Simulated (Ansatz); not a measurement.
**Cl on Rh(111): change of the work function**

Wanted: Δφ(θ) for Cl/Rh(111), starting from the fcc site.

Main program and level: Ansatz 0.2.0; plane-wave DFT, PBE, Ansatz PAW.

**1. Set-up**

The cell holds 4 atoms: 4 Rh. Cell: a = 2.687 Å, b = 2.687 Å, c = 24.582 Å, α = 90.0°, β = 90.0°, γ = 60.0°. Vacuum lies along c.

**2. The clean slab**

The bare slab comes first, as the zero from which every change is counted. The two lowest layers are held at bulk places and the upper ones relax. The dipole correction removes the false field that a one-sided slab makes across the periodic vacuum, so each face gets a flat vacuum level of its own.

input.yaml reads:

```yaml
crystal:
  lattice:
    - [2.6870057685, 0.0, 0.0]
    - [1.3435028843, 2.3270152556, 0.0]
    - [0.0, 0.0, 24.5817930688]
  atoms:
    - { symbol: Rh, position: [0.0, 0.0, 0.3661246344] }
    - { symbol: Rh, position: [0.3333333333, 0.3333333333, 0.4553748781] }
    - { symbol: Rh, position: [0.6666666667, 0.6666666667, 0.5446251219] }
    - { symbol: Rh, position: [0.0, 0.0, 0.6338753656] }
kpoints:
  mp_grid: { grid: [12, 12, 1] }
hamiltonian:
  xc: pbe
scf:
  occupations: { method: fermi_dirac, width: 0.1 }
  convergence: { dr2_threshold: 1.0e-08 }
efield:
  axis: 3
  dipole_correction: true
  ramp_position: 0.97
  ramp_width: 0.06
relax:
  f_tol: 0.02
  max_steps: 60
  constraints: [{ sites: [0, 1] }]
output:
  write_potential: true
  write_density: true
  volumetric_format: npy
```

Command:

```console
$ ansatz run input.yaml --threads 4 --pin off --max-ram 16384MiB --backend cpu --events-out ev --progress --plain --runs-dir out
```

Standard output:

```text
Engine: ansatz 0.2.0, aarch64-unknown-linux-gnu
Pseudopotentials: kind: paw
Pseudopotential: Rh, paw, valence charge 17, recommended cutoff 420 eV (normal), Rh.paw.azcp
Functional definition: PBE
  parameter kappa = 0.804
  parameter beta = 0.066725
  exchange = pbe_x(kappa = kappa, mu = beta*pi^2/3)
  correlation = pbe_c(beta = beta)
Crystal: 4 atoms, lattice volume = 153.703 Å³
Basis set: ecut = 420 eV, 3065 PW (Γ), exchange–correlation on 36×36×360 points (8 copies of the dense FFT grid, shifted against one another)
Bands: 41, of which v1, the nominal top of the filled ones, is band 34 counted from 1 (33 counted from 0)
Symmetry: 6 space group operations
k-points: 19 of 144 (time reversal used)
Non-local potential: Rh, projectors of the file, l = 0: 3, l = 1: 2, l = 2: 2, l = 3: 1
PAW form: soft (Blöchl's): semilocal exchange-correlation on the pseudo side does not see the compensation charge
PAW one-centre angular grid: Rh, 590 points (default); XC on 64 Gauss nodes
Initial density: superposition of atomic densities (neutral atoms: chi_scale 0, normalization atom), corrected by the library's trained network
Initial wavefunctions: pseudopotential atomic-orbital guess
Functional: x = pbe(κ = 0.804, μ = 0.219515), c = pbe(β = 0.066725)
SCF iter   1: F=—  HF=-25610.048058 eV  |F-HF|=—  |Δ(HF+E_count)|=         —  Δρ=3.00e-3  dr2=7.23e-3  ethr=1.77e-3  p=-0.000 e·Å  D=-1.92e-14 V/Å  ΔV_dip=0.00 eV  dr2_dipole=1.99e-7  V_vac-E_F(+/−)=4.98/4.98 eV  ⟨swp⟩=8.3  Hψ=3723  notcnv=0  defer=3
efield: sawtooth ramp at fractional position 0.9700 (set: `efield.ramp_position`, or a place that a band, a saddle search or an elastic batch's reference lends), width 0.0600; the density the first Hamiltonian is built on has a dipole p = -0.000 e·Å; the dipole correction subtracts the counter field D = -1.92e-14 V/Å, which shifts the + side's vacuum level by +0.00 eV against the − side's; the planar-averaged density in the ramp window peaks in size at 3.7e-6 e/Å³
preconditioner: auto → LDOS  [metal: Δε(μ)=0.005 eV  Ē_g=5.586 eV  σ=0.100 eV  W_gap=0.01  n_scr=18 (ndim 8)  ℏωp=18.0 eV  f_vac=0.588  D(μ)=6.30/eV (n_scr^D=38)  β→1.0]
SCF iter   2: F=—  HF=-25610.050254 eV  |F-HF|=—  |Δ(HF+E_count)|=   2.20e-3  Δρ=1.42e-3  dr2=2.83e-3  ethr=1.06e-5  p=0.000 e·Å  D=2.16e-5 V/Å  ΔV_dip=-0.00 eV  dr2_dipole=2.86e-7  V_vac-E_F(+/−)=5.18/5.18 eV  ⟨swp⟩=3.2  Hψ=1977  notcnv=0  defer=5
SCF iter   3: F=—  HF=-25610.049790 eV  |F-HF|=—  |Δ(HF+E_count)|=   4.64e-4  Δρ=6.39e-4  dr2=1.01e-3  ethr=4.16e-6  p=0.000 e·Å  D=7.90e-6 V/Å  ΔV_dip=-0.00 eV  dr2_dipole=2.55e-8  V_vac-E_F(+/−)=5.16/5.16 eV  ⟨swp⟩=3.1  Hψ=1661  notcnv=0  defer=5
SCF iter   4: F=—  HF=-25610.049605 eV  |F-HF|=—  |Δ(HF+E_count)|=   1.86e-4  Δρ=2.42e-4  dr2=8.22e-5  ethr=1.49e-6  p=0.000 e·Å  D=4.72e-6 V/Å  ΔV_dip=-0.00 eV  dr2_dipole=6.19e-10  V_vac-E_F(+/−)=5.17/5.17 eV  ⟨swp⟩=2.0  Hψ=1119  notcnv=0  defer=5
SCF iter   5: F=—  HF=-25610.049588 eV  |F-HF|=—  |Δ(HF+E_count)|=   1.66e-5  Δρ=6.96e-5  dr2=8.04e-6  ethr=1.21e-7  p=0.000 e·Å  D=3.23e-6 V/Å  ΔV_dip=-0.00 eV  dr2_dipole=2.66e-10  V_vac-E_F(+/−)=5.17/5.17 eV  ⟨swp⟩=2.6  Hψ=1459  notcnv=0  defer=5
SCF iter   6: F=—  HF=-25610.049590 eV  |F-HF|=—  |Δ(HF+E_count)|=   1.95e-6  Δρ=1.34e-5  dr2=5.19e-7  ethr=1.18e-8  p=0.000 e·Å  D=1.22e-6 V/Å  ΔV_dip=-0.00 eV  dr2_dipole=2.61e-11  V_vac-E_F(+/−)=5.17/5.17 eV  ⟨swp⟩=2.1  Hψ=1255  notcnv=0  defer=5
SCF iter   7: F=—  HF=-25610.049590 eV  |F-HF|=—  |Δ(HF+E_count)|=   2.80e-7  Δρ=5.14e-6  dr2=1.23e-7  ethr=7.64e-10  p=0.000 e·Å  D=5.89e-7 V/Å  ΔV_dip=-0.00 eV  dr2_dipole=2.89e-12  V_vac-E_F(+/−)=5.17/5.17 eV  ⟨swp⟩=3.3  Hψ=1694  notcnv=0  defer=5
SCF iter   8: F=—  HF=-25610.049590 eV  |F-HF|=—  |Δ(HF+E_count)|=   5.14e-8  Δρ=1.83e-6  dr2=1.41e-8  ethr=1.81e-10  p=0.000 e·Å  D=2.17e-7 V/Å  ΔV_dip=-0.00 eV  dr2_dipole=1.38e-12  V_vac-E_F(+/−)=5.17/5.17 eV  ⟨swp⟩=2.1  Hψ=974  notcnv=0  defer=5
SCF iter   9: F=-25610.049590 eV  HF=-25610.049590 eV  |F-HF|=2.91e-9  |Δ(HF+E_count)|=   5.38e-9  Δρ=5.54e-7  dr2=7.75e-10  ethr=1.47e-11  p=0.000 e·Å  D=8.69e-8 V/Å  ΔV_dip=-0.00 eV  dr2_dipole=6.41e-13  V_vac-E_F(+/−)=5.17/5.17 eV  ⟨swp⟩=9.8  Hψ=5474  notcnv=0
SCF 1 converged in 9 iterations: F = -25610.049590 eV  dr2 = 7.75e-10
  greatest PAW one-centre occupation: 1.000 electrons in one spin orbital (limit 2), on the Rh atom at site 2 (counted from 0), in its partial waves of l = 0
relax step   1: F+E_penalty+E_count = -25610.04959025 eV  Δ(F+E_penalty+E_count) = +0.000e0 eV  max|allowed force component| = 3.499e-2 eV/Å  Δτ_max = 0.0000 Å  (9 SCF iters, accepted)
Initial density: handed on by an earlier stage of this run
Initial wavefunctions: those handed on with the density
iter 1 solved again at ethr=2.02e-5 eV; its pass at ethr=3.10e-3 eV (dr2=1.37e-2 eV) is discarded
SCF iter   1: F=—  HF=-25610.049961 eV  |F-HF|=—  |Δ(HF+E_count)|=         —  Δρ=1.41e-3  dr2=1.32e-2  ethr=2.02e-5  p=-0.000 e·Å  D=-1.61e-8 V/Å  ΔV_dip=0.00 eV  dr2_dipole=4.55e-3  V_vac-E_F(+/−)=5.17/5.17 eV  ⟨swp⟩=1.3  Hψ=2099  notcnv=0  defer=5
efield: sawtooth ramp at fractional position 0.9700 (set: `efield.ramp_position`, or a place that a band, a saddle search or an elastic batch's reference lends), width 0.0600; the density the first Hamiltonian is built on has a dipole p = -0.000 e·Å; the dipole correction subtracts the counter field D = -1.61e-8 V/Å, which shifts the + side's vacuum level by +0.00 eV against the − side's; the planar-averaged density in the ramp window peaks in size at 1.1e-6 e/Å³
preconditioner: auto → LDOS  [metal: Δε(μ)=0.011 eV  Ē_g=5.583 eV  σ=0.100 eV  W_gap=0.03  n_scr=18 (ndim 8)  ℏωp=18.0 eV  f_vac=0.589  D(μ)=6.28/eV (n_scr^D=38)  β→1.0]
SCF iter   2: F=—  HF=-25610.049815 eV  |F-HF|=—  |Δ(HF+E_count)|=   1.46e-4  Δρ=5.73e-4  dr2=4.48e-4  ethr=1.95e-5  p=-0.000 e·Å  D=-7.30e-5 V/Å  ΔV_dip=0.00 eV  dr2_dipole=6.03e-5  V_vac-E_F(+/−)=5.17/5.17 eV  ⟨swp⟩=1.3  Hψ=785  notcnv=0  defer=5
SCF iter   3: F=—  HF=-25610.049725 eV  |F-HF|=—  |Δ(HF+E_count)|=   8.93e-5  Δρ=3.44e-4  dr2=2.78e-4  ethr=6.58e-7  p=0.000 e·Å  D=3.36e-4 V/Å  ΔV_dip=-0.01 eV  dr2_dipole=5.68e-5  V_vac-E_F(+/−)=5.16/5.17 eV  ⟨swp⟩=3.8  Hψ=1937  notcnv=0  defer=5
SCF iter   4: F=—  HF=-25610.049687 eV  |F-HF|=—  |Δ(HF+E_count)|=   3.86e-5  Δρ=4.06e-5  dr2=4.97e-6  ethr=4.09e-7  p=0.000 e·Å  D=1.14e-4 V/Å  ΔV_dip=-0.00 eV  dr2_dipole=1.05e-8  V_vac-E_F(+/−)=5.17/5.17 eV  ⟨swp⟩=2.0  Hψ=1120  notcnv=0  defer=5
SCF iter   5: F=—  HF=-25610.049673 eV  |F-HF|=—  |Δ(HF+E_count)|=   1.33e-5  Δρ=1.60e-5  dr2=7.23e-7  ethr=7.30e-9  p=0.000 e·Å  D=1.16e-4 V/Å  ΔV_dip=-0.00 eV  dr2_dipole=1.37e-8  V_vac-E_F(+/−)=5.17/5.17 eV  ⟨swp⟩=3.6  Hψ=1778  notcnv=0  defer=5
SCF iter   6: F=—  HF=-25610.049674 eV  |F-HF|=—  |Δ(HF+E_count)|=   4.90e-7  Δρ=5.87e-6  dr2=1.11e-7  ethr=1.06e-9  p=0.000 e·Å  D=1.19e-4 V/Å  ΔV_dip=-0.00 eV  dr2_dipole=8.58e-9  V_vac-E_F(+/−)=5.17/5.17 eV  ⟨swp⟩=2.1  Hψ=1045  notcnv=0  defer=5
SCF iter   7: F=-25610.049674 eV  HF=-25610.049674 eV  |F-HF|=3.73e-8  |Δ(HF+E_count)|=   1.27e-7  Δρ=1.67e-6  dr2=5.85e-9  ethr=1.47e-11  p=0.000 e·Å  D=1.18e-4 V/Å  ΔV_dip=-0.00 eV  dr2_dipole=1.68e-11  V_vac-E_F(+/−)=5.17/5.17 eV  ⟨swp⟩=8.8  Hψ=6148  notcnv=0
SCF 2 converged in 7 iterations: F = -25610.049674 eV  dr2 = 5.85e-9
relax step   2: F+E_penalty+E_count = -25610.04967410 eV  Δ(F+E_penalty+E_count) = -8.384e-5 eV  max|allowed force component| = 2.244e-2 eV/Å  Δτ_max = 0.0127 Å  (7 SCF iters, accepted)
SCF iter   1: F=—  HF=-25610.049756 eV  |F-HF|=—  |Δ(HF+E_count)|=         —  Δρ=5.17e-4  dr2=1.81e-3  ethr=2.64e-5  p=0.000 e·Å  D=1.18e-4 V/Å  ΔV_dip=-0.00 eV  dr2_dipole=6.21e-4  V_vac-E_F(+/−)=5.17/5.17 eV  ⟨swp⟩=2.1  Hψ=1238  notcnv=0  defer=5
efield: sawtooth ramp at fractional position 0.9700 (set: `efield.ramp_position`, or a place that a band, a saddle search or an elastic batch's reference lends), width 0.0600; the density the first Hamiltonian is built on has a dipole p = 0.000 e·Å; the dipole correction subtracts the counter field D = 1.18e-4 V/Å, which shifts the + side's vacuum level by -0.00 eV against the − side's; the planar-averaged density in the ramp window peaks in size at 9.0e-7 e/Å³
preconditioner: auto → LDOS  [metal: Δε(μ)=0.011 eV  Ē_g=5.578 eV  σ=0.100 eV  W_gap=0.03  n_scr=18 (ndim 8)  ℏωp=18.0 eV  f_vac=0.589  D(μ)=6.28/eV (n_scr^D=38)  β→1.0]
SCF iter   2: F=—  HF=-25610.049734 eV  |F-HF|=—  |Δ(HF+E_count)|=   2.17e-5  Δρ=1.96e-4  dr2=5.12e-5  ethr=2.66e-6  p=0.000 e·Å  D=1.57e-4 V/Å  ΔV_dip=-0.00 eV  dr2_dipole=7.87e-6  V_vac-E_F(+/−)=5.17/5.17 eV  ⟨swp⟩=1.2  Hψ=936  notcnv=0  defer=5
SCF iter   3: F=—  HF=-25610.049720 eV  |F-HF|=—  |Δ(HF+E_count)|=   1.40e-5  Δρ=1.13e-4  dr2=3.33e-5  ethr=7.53e-8  p=0.000 e·Å  D=2.76e-6 V/Å  ΔV_dip=-0.00 eV  dr2_dipole=7.51e-6  V_vac-E_F(+/−)=5.17/5.17 eV  ⟨swp⟩=3.4  Hψ=1737  notcnv=0  defer=5
SCF iter   4: F=—  HF=-25610.049715 eV  |F-HF|=—  |Δ(HF+E_count)|=   5.03e-6  Δρ=1.39e-5  dr2=6.46e-7  ethr=4.89e-8  p=0.000 e·Å  D=7.60e-5 V/Å  ΔV_dip=-0.00 eV  dr2_dipole=1.23e-8  V_vac-E_F(+/−)=5.17/5.17 eV  ⟨swp⟩=2.0  Hψ=1111  notcnv=0  defer=5
SCF iter   5: F=—  HF=-25610.049722 eV  |F-HF|=—  |Δ(HF+E_count)|=   6.07e-6  Δρ=5.64e-6  dr2=9.33e-8  ethr=9.49e-10  p=0.000 e·Å  D=7.49e-5 V/Å  ΔV_dip=-0.00 eV  dr2_dipole=4.00e-9  V_vac-E_F(+/−)=5.17/5.17 eV  ⟨swp⟩=3.6  Hψ=1645  notcnv=0  defer=5
SCF iter   6: F=—  HF=-25610.049722 eV  |F-HF|=—  |Δ(HF+E_count)|=   1.30e-7  Δρ=1.94e-6  dr2=1.15e-8  ethr=1.37e-10  p=0.000 e·Å  D=7.30e-5 V/Å  ΔV_dip=-0.00 eV  dr2_dipole=7.49e-10  V_vac-E_F(+/−)=5.17/5.17 eV  ⟨swp⟩=2.1  Hψ=1084  notcnv=0  defer=5
SCF iter   7: F=-25610.049722 eV  HF=-25610.049722 eV  |F-HF|=9.62e-9  |Δ(HF+E_count)|=   1.96e-8  Δρ=6.17e-7  dr2=1.04e-9  ethr=1.47e-11  p=0.000 e·Å  D=7.30e-5 V/Å  ΔV_dip=-0.00 eV  dr2_dipole=1.33e-14  V_vac-E_F(+/−)=5.17/5.17 eV  ⟨swp⟩=9.7  Hψ=5421  notcnv=0
SCF 3 converged in 7 iterations: F = -25610.049722 eV  dr2 = 1.04e-9
relax step   3: F+E_penalty+E_count = -25610.04972167 eV  Δ(F+E_penalty+E_count) = -4.757e-5 eV  max|allowed force component| = 3.972e-4 eV/Å  Δτ_max = 0.0047 Å  (7 SCF iters, accepted)
NSCF: frozen V_eff on 19 k-points
the band table was solved once a step of the walk had ended and its energy, with any forces and stress, was formed, with the checks that follow a solve (3905 applications of the Hamiltonian). They found nothing against the state; the energy, forces and stress were not computed again (output.eigenvalues in the input reference)
WARN: The output density's exchange-correlation potential varies sharply where the density is thin. Do not read a vacuum level from v_tot or v_xc, or from such a field of the output density. On a cell that repeats whose density bears no net charge and no dipole along the vacuum's axis use v_es (v_loc + v_h of the components); under efield.dipole_correction with no amplitude use v_es + v_field, which holds any externa [...]
SCF converged after 7 iterations
Free energy (F): -25610.049722 eV
Harris-Foulkes:  -25610.049722 eV  (|F-HF|=9.62e-9)
Internal energy: -25609.837670 eV  (E = F + TS)
E sigma→0 (E₀):  -25609.943696 eV
Entropy (-TS):   -0.212052 eV (-53.013 meV/atom)
Fermi energy:    4.706112 eV
Dipole field:    D = 0.000073 V/Å  (p = 0.000062 e·Å, saw-weighted, corrected)
Work function:   Φ+ = 5.1674 eV   Φ− = 5.1692 eV
Levels:          The Fermi level and band energies are counted from a zero that moves with the ramp; work functions are not
--- Per-component energies (eV) ---
  E_band       = -1526.571696
  E_kinetic    = 2290.090189
  E_local      = -122491.004387  (includes V_loc(G=0)·N_el)
  E_nonlocal   = 1421.302651
  E_hartree    = 59724.728222
  E_xc         = -884.908045
  E_vxc        = -1110.509521  (∫ρ·V_xc dr)
  E_paw        = -14348.611591  (= ΣΔE_a)
  E_vpaw       = -1085.912724  (= ΣTr[D̂ρ^β])
  E_aug_tail   = 0.003404  (compensation charges beyond the density's cutoff)
  E_efield     = 0.000000  (sawtooth field / dipole correction)
  E_vefield    = 0.000015  (∫n·V_field dr)
  E_ewald      = 48678.561888
  E_smearing   = -0.212052  (= −TS)
  E_closure    = 0.000000  (closes the sum)
  Σ components = -25610.049722   (vs F -25610.049722, Δ=0.00e0)
--- Forces (eV/Å), atoms counted from 1 ---
  atom   1  Rh    -0.00000000     0.00000000     0.03097942
  atom   2  Rh     0.00000000    -0.00000000    -0.03084747
  atom   3  Rh    -0.00000000     0.00000000    -0.00039715
  atom   4  Rh     0.00000000    -0.00000000     0.00027270
  max |Σ_I F_I| component: 7.50e-6 eV/Å
--- Band table (eV; the first three rows and the last of 19) ---
  k-point 0: bands = [... 30 lower, 2.7526, 3.6994, 3.6994, 3.9980, 3.9980, 4.7099, 4.7099, 4.8205, ... 3 higher]
  k-point 1: bands = [... 30 lower, 2.5536, 3.5756, 3.5774, 3.8488, 4.0260, 4.1381, 4.5315, 4.7073, ... 3 higher]
  k-point 2: bands = [... 30 lower, 2.9651, 3.0842, 3.3252, 3.5013, 3.8110, 4.0323, 4.6964, 5.0882, ... 3 higher]
  k-point 18: bands = [... 30 lower, 3.6443, 3.6486, 4.5244, 4.8653, 4.9521, 4.9529, 11.6585, 11.8523, ... 3 higher]
--- Relaxed structure (3 steps of the walk, 3 accepted, 0 SCFs on fresh bases) ---
  F+E_penalty+E_count = -25610.04972167 eV   max|allowed force component| = 3.972e-4 eV/Å
  atoms:
    - { symbol: Rh, position: [0.0, 0.0, 0.3661246344] }
    - { symbol: Rh, position: [0.333333, 0.333333, 0.455375] }
    - { symbol: Rh, position: [0.666667, 0.666667, 0.544472] }
    - { symbol: Rh, position: [0, 0, 0.633551] }
```

It took 7.2 s on 4 threads of Arm Neoverse V2, shared host; peak memory 0.46 GiB.

Relaxation path:

| step | energy less that of the first step (eV) | largest force component (eV/Å) |
| --- | --- | --- |
| 1 | 0.0000 | 0.0350 |
| 2 | -0.0001 | 0.0224 |
| 3 | -0.0001 | 0.0004 |

The run keeps the 6 symmetry operations that the program found, so distortions that break them were not tested.

Final coordinates:

```xyz
4
Lattice="2.6870 0.0000 0.0000 1.3435 2.3270 0.0000 0.0000 0.0000 24.5818" Properties=species:S:1:pos:R:3
Rh    0.0000    0.0000    9.0000
Rh    1.3435    0.7757   11.1939
Rh    2.6870    1.5513   13.3841
Rh    0.0000    0.0000   15.5738
```

This step gave:

- energy at zero smearing: -25609.9437 eV
- work function, upper face: 5.167 eV
- dipole along the normal: 6.18e-5 e·Å

Running mean over 2.194 Å of the planar mean; the ramp of the sawtooth is left out. Electron's electrostatic potential energy less the Fermi level against z:

z (Å), electron's electrostatic potential energy less the Fermi level (eV) and a bar from the least value:
```
      3.5        5.2 ##############################
      4.0        5.2 ##############################
      4.5        5.2 ##############################
      5.0        5.2 ##############################
      5.5        5.2 ##############################
      6.0        5.1 ##############################
      6.5        4.9 ##############################
      7.0        4.2 ############################
      7.5        1.0 #######################
      8.0       -5.6 #############
      8.5      -11.0 ####
      9.0      -12.7 #
      9.5      -13.0 #
     10.0      -13.1 
     10.5      -13.1 
     11.0      -13.2 
     11.5      -13.3 
     12.0      -13.3 
     12.5      -13.3 
     13.0      -13.3 
     13.5      -13.2 
     14.0      -13.2 
     14.5      -13.1 
     15.0      -13.0 
     15.5      -12.8 #
     16.0      -11.5 ###
     16.5       -6.6 ###########
     17.0        0.1 ######################
     17.5        3.9 ############################
     18.0        4.8 #############################
     18.5        5.1 ##############################
     19.0        5.1 ##############################
     19.5        5.2 ##############################
     20.0        5.2 ##############################
     20.5        5.2 ##############################
     21.0        5.2 ##############################
     21.5        5.2 ##############################
```

The relaxation took 3 steps and lowered the energy by 1.3e-4 eV; the largest force on the free atoms ends at 4.0e-4 eV/Å.

The work function of the upper face is 5.17 eV.

(Part 1 of 4 ends here.)

[Long decimals in the printed logs are rounded to 6 places.]

[Logs are printed without paths, hosts, clocks, repeated set-up lines and the standing remarks that a program may print on its own settings, such as how far it seeks lower states.]

[Hosts, paths, dates, database ids (printed as entryN), source tags and the programs' standing remarks are cut or masked in the printed files.]

[Maps of the electrostatic potential energy from Ansatz leave out the sawtooth potential of an applied field or a dipole correction, so their vacuum need not be flat; planar profiles and work functions include it.]
